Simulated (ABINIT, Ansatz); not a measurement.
# BaNaH6Ir (F-43m): G0W0 with ABINIT, start to end, part 3 of 3

Aim: the G0W0 gap of BaNaH6Ir (F-43m) on LDA, step by step.

ABINIT 10.8.3; LDA and many-body steps on it, plane waves. Known limits of the many-body steps: not at the basis limit; no spin polarisation; d states lean on the start; no spin-orbit coupling; coarse k mesh.

So far. Step 4 (Empty states on the mesh, 2×2×2 mesh, 88 bands): On this mesh the gap is 2.990 eV. Step 5 (Screening, 2×2×2 mesh, 80 bands, screening to 98 eV): Local fields lower ε∞ by 18 %. On a Γ-centred mesh this coarse the value itself is usually too large, while a short band sum pulls it down.

### Step 6. Self-energy, 2×2×2 mesh, 80 bands, screening to 98 eV

The self-energy is evaluated for the states that the input lists, and the levels follow from it, in one-shot runs by the linearised quasiparticle equation.

This step: G0W0 on LDA, plane waves, norm-conserving pseudopotentials.

The input, run.abi:

```
acell 3*1.0 Angstrom
rprim 
  -0.000000000000 3.922549000000 3.922549000000
  3.922549000000 -0.000000000000 3.922549000000
  3.922549000000 3.922549000000 -0.000000000000
ntypat 4
znucl 11 56 1 77
natom 9
typat 1 2 3 3 3 3 3 3 4
xred 
  0.250000000000 0.250000000000 0.250000000000
  0.750000000000 0.750000000000 0.750000000000
  0.784973000000 0.215027000000 0.215027000000
  0.215027000000 0.784973000000 0.215027000000
  0.784973000000 0.784973000000 0.215027000000
  0.215027000000 0.784973000000 0.784973000000
  0.784973000000 0.215027000000 0.784973000000
  0.215027000000 0.215027000000 0.784973000000
  -0.000000000000 -0.000000000000 -0.000000000000
pp_dirpath "pseudos"
pseudos "Na.upf, Ba.upf, H.upf, Ir.upf"
ecut 38
ngkpt 2 2 2
nshiftk 1
shiftk 0 0 0
kptopt 1
chksymbreak 0
istwfk *1
occopt 1
irdwfk 1
optdriver 4
nband 80
gwcalctyp 0
ecutsigx 38
symsigma 1
nkptgw 2
kptgw 
  0.0000000000 0.0000000000 0.0000000000
  0.5000000000 0.5000000000 0.0000000000
bdgw 
  19 24
  20 23
ecuteps 3.6
irdscr 1
ppmodel 1
indata_prefix "in"
outdata_prefix "out"
tmpdata_prefix "tmp"
```

The run is started by

```console
$ OMP_NUM_THREADS=1 mpirun -n 4 abinit run.abi > log
```

Numbers of over 12 decimals in the logs are rounded to 6 here.

The log of the run:

```text
.Version 10.8.3 of ABINIT. v10.8.2 released Aug 2026.

 Symmetries : space group F-4 3 m (#216); Bravais cF (face-center cubic)
[... echo of the input left out ...]
== DATASET  1 ==================================================================
-   mpi_nproc: 4, omp_nthreads: 1 (-1 if OMP is not activated)

--- !DatasetInfo
iteration_state: {dtset: 1, }
dimensions: {natom: 9, nkpt: 3, mband: 80, nsppol: 1, nspinor: 1, nspden: 1, mpw: 9185, }
cutoff_energies: {ecut:  38.0, pawecutdg:  -1.0, }
electrons: {nelect:   4.20000000E+01, charge:   0.00000000E+00, occopt:   1.00000000E+00, tsmear:   1.00000000E-02, }

 SIGMA: Calculation of the GW corrections

 Based on a program developped by R.W. Godby, V. Olevano, G. Onida, and L. Reining.
 Incorporated in ABINIT by V. Olevano, G.-M. Rignanese, and M. Torrent.
.Using double precision arithmetic ; gwpc =  8

[... cell and pseudopotentials left out ...]
--------------------------------------------------------------------------------

 ==== K-mesh for the wavefunctions ====
 Number of points in the irreducible wedge :     3
[... list of points left out ...]
 Together with 24 symmetry operations and time-reversal symmetry
 yields     8 points in the full Brillouin Zone.

 ==== Q-mesh for screening function ====
 Number of points in the irreducible wedge :     3
[... list of points left out ...]
 Together with 24 symmetry operations and time-reversal symmetry
 yields     8 points in the full Brillouin Zone.

 vcoul_init : cutoff-mode = AUXILIARY_FUNCTION
 q-points for optical limit:   1
     1)      0.000010    0.000020    0.000030
 setmesh: FFT mesh size selected  =    60x   60x   60
          total number of points  =       216000

 Number of electrons calculated from density =   42.0000; Expected =   42.0000
 average of density, n =  0.051561
 r_s =    1.6667
 omega_plasma =   21.9035 [eV]

 === KS Band Gaps ===
  >>>> For spin  1
   Minimum direct gap =   3.0205 [eV], located at k-point      :   0.5000  0.5000  0.0000
   Fundamental gap    =   2.9903 [eV], Top of valence bands at :   0.0000  0.0000  0.0000
                                       Bottom of conduction at :   0.5000  0.5000  0.0000
 SIGMA fundamental parameters:
 PLASMON POLE MODEL  1
 number of plane-waves for SigmaX                 9185
 number of plane-waves for SigmaC and W            283
 number of plane-waves for wavefunctions          9185
 number of bands                                    80
 number of independent spin polarizations            1
 number of spinorial components                      1
 number of k-points in IBZ                           3
 number of q-points in IBZ                           3
 number of symmetry operations                      24
 number of k-points in BZ                            8
 number of q-points in BZ                            8
 number of frequencies for dSigma/dE                 9
 frequency step for dSigma/dE [eV]                0.25
 number of omega for Sigma on real axis              0
 max omega for Sigma on real axis  [eV]           0.00
 zcut for avoiding poles [eV]                     0.10

 EPSILON^-1 parameters (SCR file):
 dimension of the eps^-1 matrix on file            283
 dimension of the eps^-1 matrix used               283
 number of plane-waves for wavefunctions          9185
 number of bands                                    80
 number of q-points in IBZ                           3
 number of frequencies                               2
 number of real frequencies                          1
 number of imag frequencies                          1

 matrix elements of self-energy operator (all in [eV])

 Perturbative Calculation

--- !SelfEnergy_ee
iteration_state: {dtset: 1, }
kpoint     : [   0.000,    0.000,    0.000, ]
spin       : 1
KS_gap     :    4.356
QP_gap     :    5.341
Delta_QP_KS:    0.985
data: !SigmaeeData |
     Band     E0 <VxcDFT>   SigX SigC(E0)      Z dSigC/dE  Sig(E)    E-E0       E
       19   1.722 -18.170 -21.641   3.895   0.783  -0.278 -17.839   0.331   2.053
       20   1.722 -18.170 -21.641   3.895   0.783  -0.278 -17.839   0.331   2.053
       21   1.722 -18.170 -21.641   3.895   0.783  -0.278 -17.839   0.331   2.053
       22   6.078  -8.577  -4.021  -2.996   0.844  -0.185  -7.261   1.316   7.394
       23   6.873 -12.709  -7.531  -2.998   0.827  -0.210 -10.908   1.801   8.674
       24   6.873 -12.709  -7.531  -2.998   0.827  -0.210 -10.908   1.801   8.674

--- !SelfEnergy_ee
iteration_state: {dtset: 1, }
kpoint     : [   0.500,    0.500,    0.000, ]
spin       : 1
KS_gap     :    3.020
QP_gap     :    4.189
Delta_QP_KS:    1.168
data: !SigmaeeData |
     Band     E0 <VxcDFT>   SigX SigC(E0)      Z dSigC/dE  Sig(E)    E-E0       E
       20   1.692 -17.958 -21.423   3.864   0.783  -0.277 -17.645   0.313   2.004
       21   1.692 -17.958 -21.423   3.864   0.783  -0.277 -17.645   0.313   2.004
       22   4.712 -11.462  -7.150  -2.536   0.834  -0.199  -9.981   1.481   6.193
       23   6.945 -11.156  -6.632  -2.684   0.835  -0.198  -9.620   1.536   8.481

== END DATASET(S) ==============================================================
================================================================================

 -outvars: echo values of variables after computation  --------
           etotal      0.0000000000E+00
            nband          80
             nkpt           3
          spgroup         216
 [... the other variables as echoed above ...]

 Calculation completed.
```

Wall time 9.4 s (4 MPI ranks of AMD EPYC 7R32 (Zen 2), shared host); peak memory 0.93 GiB; 37 s of CPU time.

This step gave:

```
G0W0 gap on the points computed              : 4.14 eV
starting gap on the mesh                     : 2.990 eV
k of the valence top                         : 0, 0, 0
k of the conduction bottom                   : 0.5, 0.5, 0
Z at the valence top                         : 0.783
Z at the conduction bottom                   : 0.834
least direct G0W0 gap on the computed points : 4.189 eV
```

The gap on the mesh goes from 2.99 eV to 4.14 eV, a correction of +1.15 eV.

Limits: finite bands, cutoff and mesh; no spin polarisation; d states lean on the start; no spin-orbit coupling; coarse k mesh. v1 is the top filled band, c1 the lowest empty one. The levels before and after the correction (eV, zero at the valence-band top of each column):

```
           conduction bottom  valence top
Kohn-Sham               2.99         0.00
     G0W0               4.14         0.00
```

```
                       level  energy (eV)
Kohn-Sham            Γ v3-v1        0.000
Kohn-Sham               Γ c1        4.356
Kohn-Sham            Γ c2-c3        5.151
Kohn-Sham  (0.5 0.5 0) v2-v1       -0.030
Kohn-Sham     (0.5 0.5 0) c1        2.990
Kohn-Sham     (0.5 0.5 0) c2        5.223
     G0W0            Γ v3-v1        0.000
     G0W0               Γ c1        5.341
     G0W0            Γ c2-c3        6.621
     G0W0  (0.5 0.5 0) v2-v1       -0.049
     G0W0     (0.5 0.5 0) c1        4.140
     G0W0     (0.5 0.5 0) c2        6.428
```

### Step 7. Where the time went

Times are wall times on 4 MPI ranks of AMD EPYC 7R32 (Zen 2), shared host, good to a factor of about two.

```
                          step   time  share  memory (GiB)
                  ground state   33 s   26 %          0.53
bands along the symmetry lines   41 s   32 %          0.49
      empty states on the mesh   30 s   24 %          0.44
                     screening   14 s   11 %           1.4
                   self-energy  9.4 s    7 %          0.93
```

### Step 8. What came out

```
LDA gap              : 2.99 eV, indirect (only 30 meV under the direct gap)
G0W0 gap on the mesh : 4.14 eV
GW settings          : 2×2×2 mesh, 80 bands, screening to 98 eV, Godby-Needs plasmon pole
known limits         : not at the basis limit; no spin polarisation; d states lean on the start; no spin-orbit coupling; coarse k mesh
```

What this shows: G0W0 moves the gap on the mesh from 2.99 eV to 4.14 eV (+1.15 eV), with Z of 0.78 and 0.83 at the edges. Local fields lower the RPA ε∞ on this mesh from 5.01 to 4.09; a Γ-centred mesh this coarse tends to raise both, most where the direct gap is narrow, while a short band sum lowers them. Only 2 of the mesh's irreducible points were corrected, so a valley elsewhere could overtake. Bands and cutoff are finite, so the gap is not at the basis limit. The miss can reach some tenths of an eV and take either sign; the mesh is an error of its own. In the G0W0 run levels were corrected at 2 k points alone, so a gap called «on the mesh» is the least over those, and an edge elsewhere would be missed. The 2×2×2 mesh is coarse for this cell, which bears on the long-range parts of exchange and screening. The runs have no spin polarisation. For a closed low-spin shell that is the natural state; where a d or f shell is open it is a constraint, and the gap is then not the crystal's own. With d states at the gap, one-shot GW leans hard on its start. The many-body steps are scalar-relativistic: spin-orbit coupling is not in them.

[Paths, hosts, dates, memory and timing lines, banners, echoed tables and standing remarks are left out of the program output.]

[Logs are printed without paths, hosts, clocks, repeated set-up lines and the standing remarks that a program may print on its own settings, such as how far it seeks lower states.]

[Runs of the session that timed out or met a known fault of the program may be left out.]

[Hosts, paths, dates, database ids (printed as entryN), source tags and the programs' standing remarks are cut or masked in the printed files.]

[G0W0 gaps are taken among the corrected bands and points alone; a level outside them can change the order at an edge.]

[Where Ansatz stands beside ABINIT at settings called matched, ABINIT's density can come from a denser mesh and the files from another edition; pairs whose starting gaps differed by over 0.03 eV were left out, so agreement reads better than it is.]
